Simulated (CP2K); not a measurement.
Two runs for the S L₂,₃ edge of 2-isocyanothiazole. Run A: CP2K XAS_TDP, all-electron GAPW, PBEh(45%), aug-cc-pVDZ, TDA, ZORA, spin–orbit coupling. Run B differs in one setting.

First lines with a strength over 0.0003. A:

```csv
atom,energy (eV),states,"strength, one atom"
S7 (bonded to 2 C),164.35,1,0.0021
,164.69,1,0.0016
,165.42,2,0.0017
,165.82,1,0.0042
,166.47,2,0.0013
```

B:

```csv
atom,energy (eV),states,"strength, one atom"
S7 (bonded to 2 C),167.02,2,0.0019
,167.18,3,0.0007
,167.38,2,0.0004
,167.62,1,0.0012
,168.12,1,0.0018
```

**Question.** Which was it: GW2X switched on, the functional, the basis?

The functional (functional from PBEh(45%) to PBEh(60%); the lines alone don't name the new value). A functional moves all lines by electronvolts and changes their spacings and strengths. The lowest line over the strength cut lies at 167.02 eV, against 164.35 eV (PBEh(45%), aug-cc-pVDZ).

[Banner, clock and machine lines of the logs are left out without a mark of their own.]

[Logs are printed without paths, hosts, clocks, repeated set-up lines and the standing remarks that a program may print on its own settings, such as how far it seeks lower states.]

[Hosts, paths, dates, database ids (printed as entryN), source tags and the programs' standing remarks are cut or masked in the printed files.]
